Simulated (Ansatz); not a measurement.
# How fast states decay through YPPb2O6, part 4 of 4

A new crystal, YPPb2O6: structure, gap and complex bands. It is built by putting P for Sb in the YSbPb2O6 structure of space group C2/m, with the volume rescaled by atomic radii. The parent structure comes from the Materials Project.

Ansatz 0.2.0; PBE DFT, plane waves, PAW files (the session's first sound run).

So far, gap on the k-mesh (eV): step 3 (band edges, PBE) 2.49; step 7 (PBE norm-conserving, cutoff 1240 eV) 2.50.

The structure was built from a prototype and need not be the compound's stable phase.

### Step 9. A repeat with changed settings

This step: PBE DFT, plane waves, PAW files; complex bands by layer matching along the plane's normal; changed: scf.n_extra_bands = 1, scf.mixing.algorithm = "msr1", scf.mixing.beta = 0.1, scf.mixing.ndim = 4 (Ansatz 0.2.0).

This run repeats an earlier one, its twin (the complex run, plane (001)), with four settings changed (scf.n_extra_bands, scf.mixing.algorithm, scf.mixing.beta, scf.mixing.ndim; files written aside). It is meant to test how the run responds to these settings. Where the input is shown as a difference, that is against the step before, not the twin.

File input.yaml:

```yaml
crystal:
  lattice:
    - [5.628204069, 0.0, 0.0]
    - [2.815840498, 4.873163585, 0.0]
    - [2.811763515, -1.625403021, 4.601304572]
  atoms:
    - { symbol: "Y", position: [0.0, 0.0, 0.0] }
    - { symbol: P, position: [0.0, 0.5, 0.5] }
    - { symbol: Pb, position: [0.5005497642, 0.2494371078, 0.7488873436] }
    - { symbol: Pb, position: [0.4994502358, 0.7505628922, 0.2511126564] }
    - { symbol: O, position: [0.000429625, 0.2797652617, 0.7180237487] }
    - { symbol: O, position: [0.561741513, 0.7184533737, 0.7180237487] }
    - { symbol: O, position: [0.999570375, 0.7202347383, 0.2819762513] }
    - { symbol: O, position: [0.438258487, 0.2815466263, 0.2819762513] }
    - { symbol: O, position: [0.9986152328, 0.719128171, 0.7205129382] }
    - { symbol: O, position: [0.0013847672, 0.280871829, 0.2794870618] }
kpoints:
  mp_grid: { grid: [6, 6, 6] }
scf:
  occupations: { method: fixed }
  n_extra_bands: 1
  mixing: { algorithm: msr1, beta: 0.1, ndim: 4 }
hamiltonian:
  xc: pbe
output:
  eigenvalues: true
  transmission:
    leads: [[0, 0]]
    kpoints: [[0.0, 0.0], [-0.5, -0.5]]
    e_range: [-1.0, 3.49]
    de: 0.11
```

Started as:

```
$ ansatz run input.yaml --threads 2 --pin off --max-ram 4096MiB --backend cpu --events-out ev --progress --plain --runs-dir out
```

Numbers of over 12 decimals in the logs are rounded to 6 here.

Output:

```text
[...]
Crystal: 10 atoms, lattice volume = 126.201 Å³
Basis set: ecut = 420 eV, 2445 PW (Γ)
Bands: 41, of which v1, the nominal top of the filled ones, is band 40 counted from 1 (39 counted from 0)
Symmetry: 4 space group operations
[...]
k-points: 68 of 216
[...]
SCF iter   1: F=—  HF=-31826.579737 eV  |F-HF|=—  |Δ(HF+E_count)|=         —  Δρ=2.75e-3  dr2=8.85e-3  ethr=1.77e-3  ⟨swp⟩=5.1  Hψ=11728  notcnv=0
[...]
SCF iter   7: F=-31826.577270 eV  HF=-31826.577270 eV  |F-HF|=5.54e-8  |Δ(HF+E_count)|=   9.78e-8  Δρ=9.73e-6  dr2=9.67e-8  ethr=1.25e-10  ⟨swp⟩=4.9  Hψ=9391  notcnv=0
SCF 1 converged in 7 iterations: F = -31826.577270 eV  dr2 = 9.67e-8
[...]
transmission: 7 of 14 steps passed
transmission: 14 of 14 steps passed
SCF converged after 7 iterations
Free energy (F): -31826.577270 eV
[...]
Internal energy: -31826.577270 eV  (E = F + TS)
E sigma→0 (E₀):  -31826.577270 eV
Fermi energy:    10.655456 eV
[...]
--- Band table (eV; the first three rows and the last of 68) ---
  k-point 0: bands = [... 36 lower, 9.1152, 10.4118, 10.4135, 10.4147, 14.8962]
  k-point 1: bands = [... 36 lower, 9.1684, 10.3120, 10.3121, 10.3412, 14.9373]
  k-point 2: bands = [... 36 lower, 9.4837, 10.0632, 10.0646, 10.1765, 14.4442]
  k-point 67: bands = [... 36 lower, 9.2576, 9.2579, 10.4500, 10.6555, 13.1434]
--- Transmission ---
  basis      : 241 plane waves across, 7 finite elements along
  points     : 2, as listed
[...]
crystal 0  : O6Pb2Y1P1, at the sites [0, 0], period 4.6013 Å: whole cells are its period
[...]
channels       : 0.000000e0 a spin
[...]
slowest decay  : 0.2337 /Å at (-0.5000, -0.5000)
```

The job ended after 59 s (2 threads of Arm Neoverse V1, shared host; peak memory 0.81 GiB; 96 s of CPU time).

This step gave:

```
free energy                                               : -31826.5773 eV
Fermi energy                                              : 10.66 eV
gap on the k-mesh                                         : 2.488 eV
decay constant at the filling level, zone centre          : 0.2696 Å⁻¹
decay constant at the filling level, slowest listed point : 0.2337 Å⁻¹
```

K parallel (0, 0); values up to 1.5 1/Å, a degenerate pair printed once or twice; energies at which all values exceed this have no row. Im kz of the slowest decaying states against energy, zero at the highest filled level on the SCF mesh:

| energy (eV) | decay 1 (Å⁻¹) | decay 2 (Å⁻¹) | decay 3 (Å⁻¹) | decay 4 (Å⁻¹) |
| --- | --- | --- | --- | --- |
| -1.00 | 0.210 | 0.246 | 0.253 | 0.257 |
| -0.67 | 0.132 | 0.169 | 0.238 | 0.366 |
| -0.34 | 0.205 | 0.261 | 0.408 | 0.408 |
| -0.01 | 0.237 | 0.280 | 0.336 | 0.337 |
| 0.21 | 0.249 | 0.290 | 0.455 | 0.458 |
| 0.54 | 0.260 | 0.297 | 0.497 | 0.505 |
| 0.87 | 0.266 | 0.296 | 0.507 | 0.510 |
| 1.20 | 0.270 | 0.286 | 0.516 | 0.517 |
| 1.53 | 0.269 | 0.520 | 0.521 | 0.543 |
| 1.86 | 0.255 | 0.520 | 0.520 | 0.531 |
| 2.19 | 0.235 | 0.513 | 0.514 | 0.517 |
| 2.41 | 0.217 | 0.502 | 0.506 | 0.507 |
| 2.74 | 0.180 | 0.481 | 0.488 | 0.489 |
| 3.07 | 0.119 | 0.452 | 0.461 | 0.461 |
| 3.40 | 0.0334 | 0.413 | 0.419 | 0.420 |

K parallel (-0.5, -0.5); values up to 1.5 1/Å, a degenerate pair printed once or twice; energies at which all values exceed this have no row. Im kz of the slowest decaying states against energy, zero at the highest filled level on the SCF mesh:

| energy (eV) | decay 1 (Å⁻¹) | decay 2 (Å⁻¹) | decay 3 (Å⁻¹) | decay 4 (Å⁻¹) |
| --- | --- | --- | --- | --- |
| -1.00 | 0.160 | 0.202 | 0.310 | 0.431 |
| -0.78 | 0.123 | 0.150 | 0.345 | 0.465 |
| -0.56 | 0.115 | 0.186 | 0.238 | 0.374 |
| -0.34 | 0.265 | 0.268 | 0.403 | 0.521 |
| -0.12 | 0.193 | 0.298 | 0.344 | 0.429 |
| -0.01 | 0.281 | 0.311 | 0.374 | 0.442 |
| 0.10 | 0.108 | 0.322 | 0.341 | 0.399 |
| 0.32 | 0.175 | 0.338 | 0.425 | 0.441 |
| 0.54 | 0.208 | 0.350 | 0.475 | 0.483 |
| 0.76 | 0.225 | 0.357 | 0.502 | 0.506 |
| 0.98 | 0.233 | 0.361 | 0.514 | 0.524 |
| 1.20 | 0.234 | 0.361 | 0.518 | 0.541 |
| 1.42 | 0.228 | 0.359 | 0.502 | 0.533 |
| 1.64 | 0.216 | 0.353 | 0.500 | 0.527 |
| 1.86 | 0.197 | 0.338 | 0.350 | 0.507 |
| 2.08 | 0.167 | 0.321 | 0.342 | 0.499 |
| 2.30 | 0.119 | 0.299 | 0.329 | 0.488 |
| 2.52 | 0.272 | 0.311 | 0.477 | 0.586 |
| 2.74 | 0.235 | 0.287 | 0.463 | 0.585 |
| 2.96 | 0.181 | 0.253 | 0.449 | 0.573 |
| 3.18 | 0.0728 | 0.199 | 0.432 | 0.542 |
| 3.40 | 0.0650 | 0.413 | 0.507 | 0.568 |

K parallel (-0.5, -0.5). Re kz of states that move upwards against energy, zero at the highest filled level on the SCF mesh:

| energy (eV) | channel 1 (Å⁻¹) | channel 2 (Å⁻¹) | channel 3 (Å⁻¹) |
| --- | --- | --- | --- |
| -1.00 | -0.0898 | 0.0120 | - |
| -0.89 | -0.0263 | 0.0832 | - |
| -0.67 | 0.484 | - | - |
| -0.56 | 0.419 | 0.550 | - |
| -0.34 | 0.652 | 0.663 | - |
| -0.23 | -0.647 | -0.559 | - |
| -0.12 | -0.586 | - | - |
| -0.01 | -0.490 | - | - |
| 0.10 | - | - | - |
| 0.21 | - | - | - |
| 0.32 | - | - | - |
| 0.54 | - | - | - |
| 0.65 | - | - | - |
| 0.87 | - | - | - |
| 0.98 | - | - | - |
| 1.09 | - | - | - |
| 1.31 | - | - | - |
| 1.42 | - | - | - |
| 1.53 | - | - | - |
| 1.75 | - | - | - |
| 1.86 | - | - | - |
| 2.08 | - | - | - |
| 2.19 | - | - | - |
| 2.30 | - | - | - |
| 2.52 | -0.403 | - | - |
| 2.63 | -0.343 | - | - |
| 2.74 | -0.301 | - | - |
| 2.96 | -0.231 | - | - |
| 3.07 | -0.196 | - | - |
| 3.29 | -0.116 | 0.338 | - |
| 3.40 | -0.0380 | 0.439 | - |

The least decay constant is 0.234 Å⁻¹ against 0.234 Å⁻¹ in the twin: no change within 1 %.

### Step 10. Outcome

| Property | Result |
| --- | --- |
| band gap | 2.49 eV |
| least decay constant at mid-gap, normal to (001) | 0.234 Å⁻¹ |
| least decay constant at mid-gap, normal to (100) | 0.195 Å⁻¹ |
| least decay constant on a mesh, normal to (001) | 0.233 Å⁻¹ |

With PBE, the slowest decay at the wavevectors tried is κ = 0.195 Å⁻¹, normal to (100). Through such a film the transmission near mid-gap falls as exp(−2κd), a factor of ten every 5.9 Å. The decay depends on direction: 1.2 times faster normal to (001). A free electron under a barrier of half the gap would need a mass of 0.12 mₑ to decay at this rate. The compound is made up by substitution; its stability against other phases and against distortions of the cell's symmetry was not tested. A semilocal functional narrows gaps, while spin-orbit coupling, left out here, narrows them in compounds of heavy elements, so the error in κ can go either way.

[Logs are printed without paths, hosts, clocks, repeated set-up lines and the standing remarks that a program may print on its own settings, such as how far it seeks lower states.]

[Hosts, paths, dates, database ids (printed as entryN), source tags and the programs' standing remarks are cut or masked in the printed files.]
